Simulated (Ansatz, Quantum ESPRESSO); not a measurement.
## Mode couplings of ZnRe in the Bh ordering in a second program

Wanted: phonons, linewidths and couplings of ZnRe in the Bh ordering from a second program. The first relaxation steps of the session are not shown, so no cell shown is the starting entry, unless a step says so.

Calculated with Ansatz 0.2.0 and Quantum ESPRESSO 7.5; DFT PBEsol, scalar-relativistic, plane waves, PAW, in the first sound run; inputs show where later runs differ.

This is a report of a sequence of runs, with most program output left out.

The structure was built from a prototype and need not be the compound's stable phase.

## 1. The cell after earlier relaxation steps

It takes space group P-6m2 (No. 187, hexagonal). Conventional cell: a = 2.715 Å, b = 2.715 Å, c = 4.411 Å, α = 90.00°, β = 90.00°, γ = 120.00°. Nearest to Re lie 6 Zn at 2.71 Å and 6 Re at 2.71 Å. Zn has 6 Re at 2.71 Å and 6 Zn at 2.71 Å nearest. Farther neighbours are not listed.

## 2. Tight relaxation

Residual forces and stress shift phonon frequencies, so the cell is relaxed again, with tight thresholds and the mesh and smearing of this input. Earlier relaxation steps are not shown.

input.yaml

```yaml
crystal:
  lattice:
    - [2.7147080729, -2.8364e-06, 0.0]
    - [-1.35735158, 2.3510075731, 0.0]
    - [0.0, 0.0, 4.4113575999]
  atoms:
    - { symbol: Re, position: [0.3333333333, 0.6666666667, 0.25] }
    - { symbol: Zn, position: [0.6666666667, 0.3333333333, 0.75] }
kpoints:
  mp_grid: { grid: [12, 12, 8] }
hamiltonian:
  xc: pbesol
scf:
  occupations: { method: methfessel_paxton, width: 0.2 }
output:
  forces: true
  stress: true
  eigenvalues: true
relax:
  adjacent_minimum: "off"
  f_tol: 0.001
  max_steps: 60
  cell: { stress_tol: 0.01 }
```

Run with:

```
> ansatz run input.yaml --threads 4 --pin off --max-ram 8192MiB --backend cpu --events-out ev --progress --plain --runs-dir out
```

It took 5 s on 4 threads of Arm Neoverse V1, shared host; peak memory 0.4 GiB.

Little changed from the start: no atom moved by 0.005 Å and no cell edge by 0.1 %.

Numbers from this step:

```yaml
pressure: -4.98e-4 GPa
volume_per_atom: 14.08 Å³
metallic_on_mesh: yes
gap_on_the_k_mesh: 0 eV
```

The largest force is now zero by symmetry and the largest stress component 9.4e-4 GPa.

## 3. Second program, ground state

ph.x needs a tightly converged ground state on the same k mesh; the cell is that of the step before.

This step: DFT PBEsol, scalar-relativistic, plane waves, GBRV ultrasoft pseudopotentials (Quantum ESPRESSO 7.5).

pw.in

```
&CONTROL
  calculation = 'scf'
  prefix      = 'x'
  outdir      = './tmp'
  pseudo_dir  = './pseudo'
  tprnfor     = .true.
  tstress     = .true.
/
&SYSTEM
  ibrav       = 0
  nat         = 2
  ntyp        = 2
  ecutwfc     = 52.0
  ecutrho     = 416.0
  occupations = 'smearing'
  smearing    = 'mv'
  degauss     = 0.01469973
  nbnd        = 28
/
&ELECTRONS
  conv_thr    = 1.0d-11
  mixing_beta = 0.5
/
ATOMIC_SPECIES
 Re    186.2070  Re.upf
 Zn     65.3800  Zn.upf
CELL_PARAMETERS angstrom
     2.714696861   -0.000002836    0.000000000
    -1.357345974    2.350997863    0.000000000
     0.000000000    0.000000000    4.410774793
ATOMIC_POSITIONS crystal
 Re     0.333333333   0.666666667   0.250000000
 Zn     0.666666667   0.333333333   0.750000000
K_POINTS automatic
 8 8 6 0 0 0
```

Run with:

```
> OMP_NUM_THREADS=1 mpirun -n 4 pw.x -nk 4 -in pw.in > pw.x.log
```

Elapsed: 13 s, on 4 MPI ranks.

Numbers from this step:

| Item | Value |
| --- | --- |
| pressure | -0.02467 GPa |

With these potentials, mesh and smearing the cell is at -0.025 GPa.

## 4. Phonons and couplings with ph.x: cold smearing of 0.2 eV

ph.x gives each mode's frequency and linewidth; λ of a mode follows from Gaussian double-delta sums over the k mesh, here at four widths.

ph.in

```
phonons and couplings
&INPUTPH
  prefix          = 'x'
  outdir          = './tmp'
  tr2_ph          = 1.0d-15
  fildyn          = 'x.dyn'
  fildvscf        = 'dvscf'
  ldisp           = .true.
  nq1             = 2
  nq2             = 2
  nq3             = 2
  electron_phonon = 'simple'
  el_ph_ngauss    = 0
  el_ph_sigma     = 0.00734986
  el_ph_nsigma    = 4
  alpha_mix(1)    = 0.5
  amass(1)        = 186.207
  amass(2)        = 65.38
/
```

Run with:

```
> OMP_NUM_THREADS=1 mpirun -n 4 ph.x -nk 4 -in ph.in > ph.x.log
```

It took 23 min on 4 MPI ranks.

This step gave:

- highest frequency, solved or plainly interpolated: 248.6 cm⁻¹

As ph.x prints them, no sum rule imposed; at the zone centre the sum is no linewidth. Double-delta sums:

| q1 | q2 | q3 | star | mode | omega (meV) | lambda_q, sigma 0.1 eV | lambda_q, sigma 0.2 eV | lambda_q, sigma 0.3 eV | lambda_q, sigma 0.4 eV | half width at sigma 0.2 (meV) |
| --- | --- | --- | --- | --- | --- | --- | --- | --- | --- | --- |
| 0 | 0 | 0 | 1 | 1 | -1.353 | 0 | 0 | 0 | 0 | 8.27e-5 |
| 0 | 0 | 0 | 1 | 2 | -1.296 | 0 | 0 | 0 | 0 | 0 |
| 0 | 0 | 0 | 1 | 3 | -1.296 | 0 | 0 | 0 | 0 | 0 |
| 0 | 0 | 0 | 1 | 4 | 13.25 | 0.1603 | 0.0593 | 0.037 | 0.0312 | 0.02246 |
| 0 | 0 | 0 | 1 | 5 | 13.25 | 0.1603 | 0.0593 | 0.037 | 0.0312 | 0.02246 |
| 0 | 0 | 0 | 1 | 6 | 30.83 | 0.0105 | 0.0208 | 0.0286 | 0.0261 | 0.0428 |
| 0 | 0 | 0.5 | 1 | 1 | 7.639 | 3.00e-4 | 0.0123 | 0.0175 | 0.0183 | 0.001572 |
| 0 | 0 | 0.5 | 1 | 2 | 7.639 | 3.00e-4 | 0.0123 | 0.0175 | 0.0183 | 0.001572 |
| 0 | 0 | 0.5 | 1 | 3 | 11.89 | 0.0394 | 0.0307 | 0.0219 | 0.0183 | 0.009388 |
| 0 | 0 | 0.5 | 1 | 4 | 11.89 | 0.0394 | 0.0307 | 0.0219 | 0.0183 | 0.009388 |
| 0 | 0 | 0.5 | 1 | 5 | 17.62 | 0.0107 | 0.0247 | 0.0331 | 0.0301 | 0.01654 |
| 0 | 0 | 0.5 | 1 | 6 | 28.2 | 1.00e-4 | 0.0148 | 0.0286 | 0.0314 | 0.02543 |
| 0 | 0.5 | 0 | 3 | 1 | -3.412 | -21.99 | -10.73 | -7.427 | -5.615 | 0.2698 |
| 0 | 0.5 | 0 | 3 | 2 | 15.1 | 0.2458 | 0.1119 | 0.0798 | 0.0647 | 0.05509 |
| 0 | 0.5 | 0 | 3 | 3 | 16.16 | 0.0106 | 0.1559 | 0.2379 | 0.2604 | 0.08792 |
| 0 | 0.5 | 0 | 3 | 4 | 21.28 | 0.112 | 0.1681 | 0.1584 | 0.1365 | 0.1646 |
| 0 | 0.5 | 0 | 3 | 5 | 26.31 | 0.0141 | 0.0306 | 0.0383 | 0.0368 | 0.04582 |
| 0 | 0.5 | 0 | 3 | 6 | 26.63 | 0.0012 | 0.011 | 0.0158 | 0.0163 | 0.01687 |
| 0 | 0.5 | 0.5 | 3 | 1 | 9.523 | 0.0025 | 0.2156 | 0.3573 | 0.389 | 0.04223 |
| 0 | 0.5 | 0.5 | 3 | 2 | 15.04 | 0.9194 | 0.5911 | 0.4129 | 0.3361 | 0.2887 |
| 0 | 0.5 | 0.5 | 3 | 3 | 15.41 | 0.0557 | 0.0351 | 0.0218 | 0.0158 | 0.01799 |
| 0 | 0.5 | 0.5 | 3 | 4 | 20.21 | 0.001 | 0.0257 | 0.0367 | 0.0434 | 0.02262 |
| 0 | 0.5 | 0.5 | 3 | 5 | 26.44 | 0.0457 | 0.0314 | 0.0238 | 0.0214 | 0.04744 |
| 0 | 0.5 | 0.5 | 3 | 6 | 30.37 | 0 | 0.0013 | 0.0045 | 0.0079 | 0.002647 |

## 5. Coupling and resistivity: cold smearing of 0.2 eV

A first run on coarse meshes.

This step: DFT PBEsol, scalar-relativistic, plane waves, PAW (Ansatz 0.2.0).

input.yaml

```yaml
crystal:
  lattice:
    - [2.714696861, -2.8364e-06, 0.0]
    - [-1.3573459741, 2.3509978634, 0.0]
    - [0.0, 0.0, 4.410774793]
  atoms:
    - { symbol: Re, position: [0.3333333333, 0.6666666667, 0.25] }
    - { symbol: Zn, position: [0.6666666667, 0.3333333333, 0.75] }
kpoints:
  mp_grid: { grid: [6, 6, 4] }
hamiltonian:
  xc: pbesol
scf:
  occupations: { method: cold, width: 0.2 }
output:
  eigenvalues: true
phonons:
  method: dfpt
  qmesh: [2, 2, 2]
  temperatures: { t_max: 1000, t_step: 50 }
  qpath:
    path:
      - [[0.0, 0.0, 0.0], [0.5, 0.0, 0.0], [0.33333333, 0.33333333, 0.0], [0.0, 0.0, 0.0], [0.0, 0.0, 0.5], [0.5, 0.0, 0.5], [0.33333333, 0.33333333, 0.5], [0.0, 0.0, 0.5]]
      - [[0.5, 0.0, 0.5], [0.5, 0.0, 0.0]]
      - [[0.33333333, 0.33333333, 0.5], [0.33333333, 0.33333333, 0.0]]
    npoints: 10
  electrical_resistivity:
    mesh: [12, 12, 8]
    temperatures: [20.0, 50.0, 77.0, 100.0, 150.0, 200.0, 300.0, 400.0, 600.0, 800.0]
  electron_occupations: "off"
```

Run with:

```
> ansatz run input.yaml --threads 4 --pin off --max-ram 8192MiB --backend cpu --events-out ev --progress --plain --runs-dir out
```

Run time: 17 s. Hardware: 4 threads; peak memory 0.48 GiB.

The run ended with an error.

The program's message: “electrical resistivity: the mode of lowest frequency at the wavevector [0.0000, -0.5000, 0.0000] is imaginary, -56.60 cm⁻¹ (written negative): the force constants describe an unstable lattice; relax t …”

The run stops because a mode is imaginary on the scattering mesh, where no scattering rate is defined; denser k meshes, other smearings and, between solved wavevectors, finer q meshes show whether the instability is real.

## 6. Summary of results

```yaml
phonon_run_of_the_rows_without_a_label_of_their_own: PBEsol, q 2×2×2, k 8×8×6
```

In the run with cold smearing of 0.2 eV: a mode at q = (0, 0.5, 0) is imaginary, 27.5i cm⁻¹, so the lattice is unstable on these meshes and at this level, and no λ is read from its Gaussian sums. Under gradient-corrected functionals ph.x can misplace modes where the density is low; no frozen-phonon run checks these frequencies. Spin–orbit coupling, left out here, matters for Re. The structure was built by hand as an ordered model, and its stability against other phases was not tested.

[Logs are printed without paths, hosts, clocks, repeated set-up lines and the standing remarks that a program may print on its own settings, such as how far it seeks lower states.]

[Hosts, paths, dates, database ids (printed as entryN), source tags and the programs' standing remarks are cut or masked in the printed files.]
